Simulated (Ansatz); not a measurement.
# Cs on W(110): change of the work function, part 3 of 3

Wanted: Δφ(θ) for Cs/W(110), starting from the hollow site.

Ansatz 0.2.0; plane-wave DFT, PBE, Ansatz PAW.

So far, work function, upper face (eV): step 2 (the clean slab) 4.84; step 3 (37 atoms, coverage 0.111 ML, cell 3x3) 1.90.

**4. Adsorbate added, k-mesh 6×6×1, coverage 0.25 ML**

System of this step: CsW16 (Cs/W(110)). The cell holds 17 atoms: 16 W and 1 Cs. Cell: a = 5.473 Å, b = 5.473 Å, c = 28.595 Å, α = 90.0°, β = 90.0°, γ = 70.5°. Vacuum lies along c.

Another coverage, to see how the dipoles act on each other as their distance changes.

The input, input.yaml:

```yaml
crystal:
  lattice:
    - [4.468914857, -3.16, 0.0]
    - [4.468914857, 3.16, 0.0]
    - [0.0, 0.0, 28.5949570273]
  atoms:
    - { symbol: W, position: [0.0, 0.0, 0.3147408122] }
    - { symbol: W, position: [0.25, 0.25, 0.3928824729] }
    - { symbol: W, position: [0.0, 0.0, 0.472348767] }
    - { symbol: W, position: [0.25, 0.25, 0.5490115465] }
    - { symbol: W, position: [0.0, 0.5, 0.3147408122] }
    - { symbol: W, position: [0.25, 0.75, 0.3928824729] }
    - { symbol: W, position: [0.0, 0.5, 0.472348767] }
    - { symbol: W, position: [0.25, 0.75, 0.5490115465] }
    - { symbol: W, position: [0.5, 0.0, 0.3147408122] }
    - { symbol: W, position: [0.75, 0.25, 0.3928824729] }
    - { symbol: W, position: [0.5, 0.0, 0.472348767] }
    - { symbol: W, position: [0.75, 0.25, 0.5490115465] }
    - { symbol: W, position: [0.5, 0.5, 0.3147408122] }
    - { symbol: W, position: [0.75, 0.75, 0.3928824729] }
    - { symbol: W, position: [0.5, 0.5, 0.472348767] }
    - { symbol: W, position: [0.75, 0.75, 0.5490115465] }
    - { symbol: Cs, position: [0.42, 0.42, 0.6852591878] }
kpoints:
  mp_grid: { grid: [6, 6, 1] }
hamiltonian:
  xc: pbe
scf:
  occupations: { method: fermi_dirac, width: 0.1 }
  convergence: { dr2_threshold: 1.0e-08 }
efield:
  axis: 3
  dipole_correction: true
  ramp_position: 0.97
  ramp_width: 0.06
relax:
  f_tol: 0.02
  max_steps: 60
  constraints: [{ sites: [0, 1, 4, 5, 8, 9, 12, 13] }]
output:
  dos: { projected: true, e_range: [-8, 4] }
  write_potential: true
  write_density: true
  volumetric_format: npy
  elf: true
```

Launch:

```sh
> ansatz run input.yaml --threads 4 --pin off --max-ram 16384MiB --backend cpu --events-out ev --progress --plain --runs-dir out
```

The program printed:

```text
[...]
Crystal: 17 atoms, lattice volume = 807.623 Å³
Basis set: ecut = 420 eV, 15759 PW (Γ), exchange–correlation on 80×80×384 points (8 copies of the dense FFT grid, shifted against one another)
Bands: 140, of which v1, the nominal top of the filled ones, is band 117 counted from 1 (116 counted from 0)
Symmetry: 2 space group operations
[...]
k-points: 13 of 36 (time reversal used)
[...]
SCF iter   1: F=—  HF=-171818.096155 eV  |F-HF|=—  |Δ(HF+E_count)|=         —  Δρ=9.83e-3  dr2=1.96e1  ethr=1.77e-3  p=0.602 e·Å  D=1.35e-1 V/Å  ΔV_dip=-3.86 eV  dr2_dipole=1.33e1  V_vac-E_F(+/−)=1.40/5.26 eV  ⟨swp⟩=11.5  Hψ=9913  notcnv=0
[...]
SCF iter  12: F=-171817.595781 eV  HF=-171817.595781 eV  |F-HF|=3.49e-9  |Δ(HF+E_count)|=   1.65e-8  Δρ=3.11e-7  dr2=2.59e-9  ethr=4.29e-12  p=0.455 e·Å  D=1.02e-1 V/Å  ΔV_dip=-2.91 eV  dr2_dipole=2.24e-10  V_vac-E_F(+/−)=1.99/4.90 eV  ⟨swp⟩=12.8  Hψ=13162  notcnv=0
SCF 1 converged in 12 iterations: F = -171817.595781 eV  dr2 = 2.59e-9
[...]
relax step   1: F+E_penalty+E_count = -171817.59578099 eV  Δ(F+E_penalty+E_count) = +0.000e0 eV  max|allowed force component| = 4.939e-1 eV/Å  Δτ_max = 0.0000 Å  (12 SCF iters, accepted)
[...]
SCF iter   9: F=-171817.625929 eV  HF=-171817.625929 eV  |F-HF|=5.73e-9  |Δ(HF+E_count)|=   1.02e-8  Δρ=4.78e-7  dr2=5.76e-9  ethr=4.29e-12  p=0.463 e·Å  D=1.04e-1 V/Å  ΔV_dip=-2.97 eV  dr2_dipole=2.24e-9  V_vac-E_F(+/−)=1.94/4.90 eV  ⟨swp⟩=13.2  Hψ=14279  notcnv=0
SCF 2 converged in 9 iterations: F = -171817.625929 eV  dr2 = 5.76e-9
[...]
relax step   2: F+E_penalty+E_count = -171817.62592859 eV  Δ(F+E_penalty+E_count) = -3.015e-2 eV  max|allowed force component| = 4.757e-1 eV/Å  Δτ_max = 0.0745 Å  (9 SCF iters, accepted)
SCF iter   1: F=—  HF=-171817.725715 eV  |F-HF|=—  |Δ(HF+E_count)|=         —  Δρ=1.74e-3  dr2=2.27e-1  ethr=1.21e-3  p=0.463 e·Å  D=1.04e-1 V/Å  ΔV_dip=-2.97 eV  dr2_dipole=1.19e-2  V_vac-E_F(+/−)=1.95/4.92 eV  ⟨swp⟩=4.2  Hψ=3561  notcnv=0
[...]
SCF iter  11: F=-171817.719211 eV  HF=-171817.719211 eV  |F-HF|=3.99e-9  |Δ(HF+E_count)|=   6.11e-9  Δρ=6.04e-7  dr2=8.37e-9  ethr=4.29e-12  p=0.485 e·Å  D=1.09e-1 V/Å  ΔV_dip=-3.11 eV  dr2_dipole=8.01e-11  V_vac-E_F(+/−)=1.79/4.90 eV  ⟨swp⟩=12.5  Hψ=13886  notcnv=0
SCF 3 converged in 11 iterations: F = -171817.719211 eV  dr2 = 8.37e-9
relax step   3: F+E_penalty+E_count = -171817.71921051 eV  Δ(F+E_penalty+E_count) = -9.328e-2 eV  max|allowed force component| = 3.322e-1 eV/Å  Δτ_max = 0.1952 Å  (11 SCF iters, accepted)
[... from here on, the SCF cycles and remarks between the steps are left out ...]
relax step   4: F+E_penalty+E_count = -171817.76377310 eV  Δ(F+E_penalty+E_count) = -4.456e-2 eV  max|allowed force component| = 1.142e-1 eV/Å  Δτ_max = 0.1930 Å  (10 SCF iters, accepted)
relax step   5: F+E_penalty+E_count = -171817.76645890 eV  Δ(F+E_penalty+E_count) = -2.686e-3 eV  max|allowed force component| = 8.840e-2 eV/Å  Δτ_max = 0.1075 Å  (10 SCF iters, accepted)
relax step   6: F+E_penalty+E_count = -171817.76984214 eV  Δ(F+E_penalty+E_count) = -3.383e-3 eV  max|allowed force component| = 1.211e-2 eV/Å  Δτ_max = 0.1000 Å  (9 SCF iters, accepted)
relax step   7: F+E_penalty+E_count = -171817.77026680 eV  Δ(F+E_penalty+E_count) = -4.247e-4 eV  max|allowed force component| = 1.527e-2 eV/Å  Δτ_max = 0.0482 Å  (8 SCF iters, accepted)
relax step   8: F+E_penalty+E_count = -171817.77195949 eV  Δ(F+E_penalty+E_count) = -1.693e-3 eV  max|allowed force component| = 3.516e-2 eV/Å  Δτ_max = 0.1951 Å  (8 SCF iters, accepted)
relax step   9: F+E_penalty+E_count = -171817.77340566 eV  Δ(F+E_penalty+E_count) = -1.446e-3 eV  max|allowed force component| = 2.034e-2 eV/Å  Δτ_max = 0.1950 Å  (8 SCF iters, accepted)
relax step  10: F+E_penalty+E_count = -171817.77379528 eV  Δ(F+E_penalty+E_count) = -3.896e-4 eV  max|allowed force component| = 3.172e-2 eV/Å  Δτ_max = 0.1956 Å  (8 SCF iters, accepted)
relax step  11: F+E_penalty+E_count = -171817.77401385 eV  Δ(F+E_penalty+E_count) = -2.186e-4 eV  max|allowed force component| = 7.640e-3 eV/Å  Δτ_max = 0.0212 Å  (7 SCF iters, accepted)
SCF iter   1: F=—  HF=-171817.773208 eV  |F-HF|=—  |Δ(HF+E_count)|=         —  Δρ=1.04e-4  dr2=1.67e-4  ethr=1.84e-6  p=0.517 e·Å  D=1.16e-1 V/Å  ΔV_dip=-3.31 eV  dr2_dipole=3.42e-5  V_vac-E_F(+/−)=1.59/4.90 eV  ⟨swp⟩=3.6  Hψ=3484  notcnv=0
[...]
SCF iter   6: F=-171817.774039 eV  HF=-171817.774039 eV  |F-HF|=1.48e-9  |Δ(HF+E_count)|=  4.37e-10  Δρ=5.73e-7  dr2=6.28e-9  ethr=4.29e-12  p=0.516 e·Å  D=1.16e-1 V/Å  ΔV_dip=-3.31 eV  dr2_dipole=2.21e-9  V_vac-E_F(+/−)=1.59/4.90 eV  ⟨swp⟩=13.2  Hψ=14651  notcnv=0
SCF 12 converged in 6 iterations: F = -171817.774039 eV  dr2 = 6.28e-9
relax step  12: F+E_penalty+E_count = -171817.77403868 eV  Δ(F+E_penalty+E_count) = -2.483e-5 eV  max|allowed force component| = 1.333e-3 eV/Å  Δτ_max = 0.0276 Å  (6 SCF iters, accepted)
[...]
SCF converged after 6 iterations
Free energy (F): -171817.774039 eV
[...]
Internal energy: -171817.355587 eV  (E = F + TS)
E sigma→0 (E₀):  -171817.564813 eV
Entropy (-TS):   -0.418451 eV (-24.615 meV/atom)
Fermi energy:    5.612665 eV
Dipole field:    D = 0.115753 V/Å  (p = 0.516630 e·Å, saw-weighted, corrected)
Work function:   Φ+ = 1.5925 eV   Φ− = 4.9025 eV
[...]
--- Forces (eV/Å), atoms counted from 1 ---
  atom   1  W      0.00000564     0.00000000     0.36997312
  atom   2  W     -0.00031174     0.00000000    -0.34603561
  atom   3  W      0.00032236    -0.00000000     0.00081883
  atom   4  W      0.00083041     0.00000000     0.00035077
  atom   5  W     -0.00000248     0.00000799     0.35616964
  atom   6  W      0.00040601    -0.02094121    -0.38040283
  atom   7  W     -0.00026742     0.00027015     0.00003484
  atom   8  W     -0.00133279     0.00007599    -0.00069909
  atom   9  W     -0.00000248    -0.00000799     0.35616964
  atom  10  W      0.00040601     0.02094121    -0.38040283
  atom  11  W     -0.00026742    -0.00027015     0.00003484
  atom  12  W     -0.00133279    -0.00007599    -0.00069909
  atom  13  W     -0.00001193     0.00000000     0.37058086
  atom  14  W      0.00098860    -0.00000000    -0.34605573
  atom  15  W      0.00026008    -0.00000000    -0.00012352
  atom  16  W      0.00021274    -0.00000000     0.00033499
  atom  17  Cs     0.00009588    -0.00000000    -0.00011810
  max |Σ_I F_I| component: 6.93e-5 eV/Å
--- Band table (eV; the first three rows and the last of 13) ---
  k-point 0: bands = [... 113 lower, 6.1463, 6.1605, 6.2094, 6.2948, 6.3209, 6.4733, 6.6585, 6.7454, ... 19 higher]
  k-point 1: bands = [... 113 lower, 5.6247, 5.7956, 5.8794, 5.9610, 6.0753, 6.6438, 6.6955, 6.7914, ... 19 higher]
  k-point 2: bands = [... 113 lower, 5.1532, 5.1881, 5.5285, 5.5901, 5.8327, 6.0519, 6.1719, 6.3046, ... 19 higher]
  k-point 12: bands = [... 113 lower, 4.8314, 4.8547, 4.8955, 5.0682, 5.0743, 5.2278, 5.2392, 5.6914, ... 19 higher]
--- Relaxed structure (12 steps of the walk, 12 accepted, 0 SCFs on fresh bases) ---
  F+E_penalty+E_count = -171817.77403868 eV   max|allowed force component| = 1.333e-3 eV/Å
  atoms:
    - { symbol: W, position: [0.0, 0.0, 0.3147408122] }
    - { symbol: W, position: [0.250000, 0.250000, 0.3928824729] }
    - { symbol: W, position: [9.394607e-6, 9.394607e-6, 0.472171] }
    - { symbol: W, position: [0.250792, 0.250792, 0.549604] }
    - { symbol: W, position: [-8.326673e-17, 0.5, 0.3147408122] }
    - { symbol: W, position: [0.250000, 0.75, 0.3928824729] }
    - { symbol: W, position: [1.482200e-5, 0.500015, 0.472132] }
    - { symbol: W, position: [0.248150, 0.751918, 0.549076] }
    - { symbol: W, position: [0.5, -8.326673e-17, 0.3147408122] }
    - { symbol: W, position: [0.75, 0.250000, 0.3928824729] }
    - { symbol: W, position: [0.500015, 1.482200e-5, 0.472132] }
    - { symbol: W, position: [0.751918, 0.248150, 0.549076] }
    - { symbol: W, position: [0.500000, 0.500000, 0.3147408122] }
    - { symbol: W, position: [0.750000, 0.750000, 0.3928824729] }
    - { symbol: W, position: [0.500013, 0.500013, 0.472173] }
    - { symbol: W, position: [0.749246, 0.749246, 0.549609] }
    - { symbol: Cs, position: [0.499609, 0.499609, 0.666572] }
```

The job ended after 9.6 min (4 threads of Arm Neoverse V1, shared host; peak memory 3.1 GiB; 37 min of CPU time).

The steps of the relaxation:

| step | energy less that of the first step (eV) | largest force component (eV/Å) |
| --- | --- | --- |
| 1 | 0.0000 | 0.4939 |
| 2 | -0.0301 | 0.4757 |
| 3 | -0.1234 | 0.3322 |
| 4 | -0.1680 | 0.1142 |
| 5 | -0.1707 | 0.0884 |
| 6 | -0.1741 | 0.0121 |
| 7 | -0.1745 | 0.0153 |
| 8 | -0.1762 | 0.0352 |
| 9 | -0.1776 | 0.0203 |
| 10 | -0.1780 | 0.0317 |
| 11 | -0.1782 | 0.0076 |
| 12 | -0.1783 | 0.0013 |

Forces are held to the 2 operations that the program found; a distortion that breaks them can't arise in this run.

The atoms that moved most (Å):

| atom | dx | dy | dz | length |
| --- | --- | --- | --- | --- |
| Cs17 | 0.712 | 0.000 | -0.534 | 0.890 |
| W16 | -0.007 | 0.000 | 0.017 | 0.018 |
| W4 | 0.007 | 0.000 | 0.017 | 0.018 |
| W8 | 0.000 | 0.012 | 0.002 | 0.012 |
| W12 | 0.000 | -0.012 | 0.002 | 0.012 |
| W7 | 0.000 | 0.000 | -0.006 | 0.006 |
| W11 | 0.000 | 0.000 | -0.006 | 0.006 |
| W3 | 0.000 | 0.000 | -0.005 | 0.005 |

The relaxed structure:

```cif
data_structure
_symmetry_space_group_name_H-M 'P 1'
_symmetry_Int_Tables_number 1
_cell_length_a 5.4733
_cell_length_b 5.4733
_cell_length_c 28.5950
_cell_angle_alpha 90.000
_cell_angle_beta 90.000
_cell_angle_gamma 70.529
_cell_volume 807.62
loop_
_atom_site_label
_atom_site_type_symbol
_atom_site_fract_x
_atom_site_fract_y
_atom_site_fract_z
_atom_site_occupancy
W1 W 0.00000 0.00000 0.31474 1
W2 W 0.25000 0.25000 0.39288 1
W3 W 0.00001 0.00001 0.47217 1
W4 W 0.25079 0.25079 0.54960 1
W5 W 0.00000 0.50000 0.31474 1
W6 W 0.25000 0.75000 0.39288 1
W7 W 0.00001 0.50001 0.47213 1
W8 W 0.24815 0.75192 0.54908 1
W9 W 0.50000 0.00000 0.31474 1
W10 W 0.75000 0.25000 0.39288 1
W11 W 0.50001 0.00001 0.47213 1
W12 W 0.75192 0.24815 0.54908 1
W13 W 0.50000 0.50000 0.31474 1
W14 W 0.75000 0.75000 0.39288 1
W15 W 0.50001 0.50001 0.47217 1
W16 W 0.74925 0.74925 0.54961 1
Cs17 Cs 0.49961 0.49961 0.66657 1
```

Numbers from this step:

| Quantity | Value |
| --- | --- |
| energy at zero smearing | -171817.5648 eV |
| work function, upper face | 1.592 eV |
| work function, lower face | 4.903 eV |
| dipole along the normal | 0.5166 e·Å |
| step between the vacuum levels | -3.310 eV |

Running mean over 2.234 Å of the planar mean; the ramp of the sawtooth is left out. The electron's electrostatic potential energy less the Fermi level by z:

z (Å), electron's electrostatic potential energy less the Fermi level (eV) and a bar from the least value:
```
        4        4.9 ##############################
        5        4.9 ##############################
        6        4.8 ##############################
        7        3.3 ###########################
        8       -5.7 ############
        9      -12.2 #
       10      -12.6 
       11      -12.7 
       12      -12.5 #
       13      -12.6 
       14      -12.8 
       15      -12.7 
       16      -11.5 ##
       17       -3.1 ################
       18        0.4 ######################
       19       -1.7 ###################
       20       -1.0 ####################
       21        0.8 #######################
       22        1.4 ########################
       23        1.5 ########################
       24        1.6 ########################
       25        1.6 ########################
```

The density of states has structure finer than the step of the table below, so its rows give means over 0.25 eV. Peaks (eV: height): -3.130: 41.5, -2.950: 28.1, -2.740: 30.1, -2.020: 30.0, -1.620: 27.3, -1.440: 26.8, 1.740: 28.2.

The density of states by energy, zero at the Fermi level; means over each step:

energy (eV), density of states (states/eV a cell) and a bar:
```
    -7.75        0.9 
    -7.50        1.8 #
    -7.25        2.0 #
    -7.00        2.3 ##
    -6.75        2.1 ##
    -6.50        1.7 #
    -6.25        4.4 ####
    -6.00        5.6 ######
    -5.75       11.0 #############
    -5.50        8.3 ##########
    -5.25       11.0 #############
    -5.00       11.5 ##############
    -4.75       13.9 #################
    -4.50       21.0 ##########################
    -4.25       12.9 ################
    -4.00       12.5 ###############
    -3.75        8.4 ##########
    -3.50        8.5 ##########
    -3.25       21.3 ##########################
    -3.00       24.1 ##############################
    -2.75       22.9 ############################
    -2.50       20.2 #########################
    -2.25       19.7 ########################
    -2.00       22.4 ############################
    -1.75       21.7 ###########################
    -1.50       23.4 #############################
    -1.25       15.0 ##################
    -1.00       14.5 ##################
    -0.75       10.7 #############
    -0.50       13.5 ################
    -0.25       10.2 ############
     0.00       13.3 ################
     0.25       13.1 ################
     0.50       15.0 ##################
     0.75       14.4 #################
     1.00       18.6 #######################
     1.25       20.8 ##########################
     1.50       21.8 ###########################
```

Projected DOS per atom over height of the atomic layer and energy from the Fermi level. Layers: W4 W4 W4 W4 Cs from below.

Ten even steps from '0' (0.00 states/eV) to '9' (1.73 states/eV), each cell a mean:
```
67752
65562
53353
52253
42251
52251
72261
95591
86690
76670
78870
47840
33330
44440
47750
25520
24420
12210
01100
00000
00000
00000
```
Columns: height of the atomic layer (Å) from 9 to 19.1 (not evenly spaced); rows upwards: energy from the Fermi level (eV) from -7.96 to 1.75.

Valence density in the ca plane at fractional y = 0.500, with atoms of W and Cs within 0.2 Å of it. It is the smooth field of the valence electrons, not physical close to the nuclei.

Ten steps, logarithmic in the rise over the least value, from '0' (0.0 e/Å³) to '9' (5.1 e/Å³), each cell a mean:
```
98544444468999644433321100000000000000000000
86444444447887544443321100000000000000000000
54444444444665444444321111111000000000000000
44444444444444444444322112333210000000000000
54444444445665444444322234555421000000000000
86444444457887544443322246666542000000000000
98544444468999644433322356646652100000000000
98644334469999744333322356525652100000000000
97544444458998644443322246666642100000000000
75444444445776444444322235666531000000000000
54444444444554444444322123444321000000000000
54444444444554444444321111222100000000000000
75444444445776444444321100000000000000000000
97544444458998644443321100000000000000000000
98644334469999744433321100000000000000000000
```
Columns run along c (16.0 Å, from fractional 0.33 to 0.89 of the cell), rows up along a (5.5 Å). Atoms in or near the plane, at fractional coordinates: W at (0.47, 0.00), W at (0.47, 0.50), Cs at (0.67, 0.50).

Electrostatic potential energy in the ca plane at fractional y = 0.500, with atoms of W and Cs within 0.2 Å of it. With pseudopotentials it is smooth inside the atoms' cores, unlike the true potential.

Values in eV, 8 rows by 16 columns, each cell a mean:
```
-28   4   4 -14 -44  -5   5   8   9   8   7   7   8   8   8   8
 -1   4   3   3  -5   5   3   7   9   6   5   7   8   8   8   8
 -7   4   3   0 -16   3   3   7   6 -10  -9   5   8   8   8   8
-34   4   5 -18 -50  -8   6   8   3 -19 -19   3   7   8   8   8
-28   4   4 -13 -44  -5   5   8   4 -18 -18   3   7   8   8   8
 -1   4   3   3  -6   5   3   7   7  -4  -3   6   8   8   8   8
 -7   4   3   0 -15   3   3   7   9   7   6   7   8   8   8   8
-34   4   5 -18 -50  -8   6   8   9   8   7   8   8   8   8   8
```
Columns run along c (16.0 Å, from fractional 0.33 to 0.89 of the cell; values clipped at the 3rd and 97th percentile), rows up along a (5.5 Å). Atoms in or near the plane, at fractional coordinates: W at (0.47, 0.00), W at (0.47, 0.50), Cs at (0.67, 0.50).

ELF in the ca plane at fractional y = 0.500, with atoms of W and Cs within 0.2 Å of it. It is the smooth field of the valence electrons, not physical close to the nuclei.

Values, 8 rows by 16 columns, each cell a mean:
```
0.46 0.41 0.38 0.39 0.57 0.36 0.37 0.46 0.34 0.05 0.02 0.02 0.06 0.08 0.04 0.01
0.34 0.41 0.39 0.39 0.35 0.40 0.38 0.50 0.24 0.25 0.36 0.08 0.04 0.08 0.05 0.02
0.35 0.40 0.38 0.35 0.41 0.36 0.37 0.48 0.23 0.80 0.83 0.37 0.05 0.08 0.06 0.02
0.47 0.41 0.40 0.43 0.48 0.39 0.39 0.44 0.36 0.55 0.59 0.57 0.07 0.08 0.07 0.02
0.46 0.40 0.38 0.39 0.57 0.36 0.38 0.44 0.33 0.66 0.69 0.54 0.06 0.08 0.06 0.02
0.34 0.41 0.39 0.39 0.35 0.40 0.38 0.50 0.21 0.70 0.77 0.29 0.04 0.08 0.06 0.02
0.35 0.40 0.38 0.35 0.41 0.36 0.37 0.49 0.27 0.12 0.19 0.05 0.04 0.08 0.05 0.02
0.47 0.41 0.40 0.43 0.48 0.39 0.39 0.46 0.36 0.07 0.02 0.02 0.06 0.08 0.04 0.01
```
Columns run along c (16.0 Å, from fractional 0.33 to 0.89 of the cell), rows up along a (5.5 Å). Atoms in or near the plane, at fractional coordinates: W at (0.47, 0.00), W at (0.47, 0.50), Cs at (0.67, 0.50).

The relaxation took 12 steps and lowered the energy by 0.18 eV; the largest force on the free atoms ends at 0.0013 eV/Å.

By hand: a sheet of dipoles makes a step −p/(ε₀A) in the electron's potential. With e/ε₀ = 180.95 V·Å, p = 0.5166 e·Å and A = 28.24 Å², that is −180.95 × (0.5166) / 28.24 = -3.310 eV, and the two vacuum levels of the run differ by -3.310 eV.

The covered face has 1.59 eV, -3.25 eV against the clean one; the bare back face has moved by +0.00 eV, a measure of how thin the slab is.

**5. Work function against coverage**

This step: plane-wave DFT, PBE, Ansatz PAW; work function against coverage (Ansatz 0.2.0).

The runs are now put side by side.

Numbers from this step:

| Quantity | Value |
| --- | --- |
| work function of the clean face | 4.845 eV |
| largest change of the work function | -3.252 eV |

The work function of the covered face by coverage:

| coverage (adsorbates/nm²) | work function of the covered face (eV) |
| --- | --- |
| 0.00 | 4.84 |
| 1.57 | 1.90 |
| 3.54 | 1.59 |

The dipole per adsorbate comes from the change of the cell's dipole. Coverage, by row:

| coverage (1/nm²) | coverage (ML) | work function (eV) | change (eV) | dipole per adsorbate, positive end outwards (debye) | mean height of the added atoms over the highest substrate atom (Å) |
| --- | --- | --- | --- | --- | --- |
| 1.573 | 0.1111 | 1.901 | -2.944 | 4.947 | 3.398 |
| 3.541 | 0.25 | 1.592 | -3.252 | 2.441 | 3.345 |

**6. What came out**

* work function of the clean face: 4.84 eV
* work function at 0.11 ML: 1.90 eV
* work function at 0.25 ML: 1.59 eV
* dipole per adsorbate at 0.11 ML, positive end outwards: 4.95 D

In words: Cs lowers the work function of W(110) at the lowest coverage, by 2.94 eV: the adsorbate layer has its positive end outwards. The slab has 4 layers, at the tabulated experimental lattice constant, one starting site was run, and quantum-size effects of a slab this thin can reach one or two tenths of an eV.

[Long decimals in the printed logs are rounded to 6 places.]

[Logs are printed without paths, hosts, clocks, repeated set-up lines and the standing remarks that a program may print on its own settings, such as how far it seeks lower states.]

[Hosts, paths, dates, database ids (printed as entryN), source tags and the programs' standing remarks are cut or masked in the printed files.]

[Maps of the electrostatic potential energy from Ansatz leave out the sawtooth potential of an applied field or a dipole correction, so their vacuum need not be flat; planar profiles and work functions include it.]

[The density of states shown here was stored with 400 of the rows of the run's finer table, so its peaks can read low, often by over a quarter, or be missed, and its means over a window can be off by a tenth or more.]
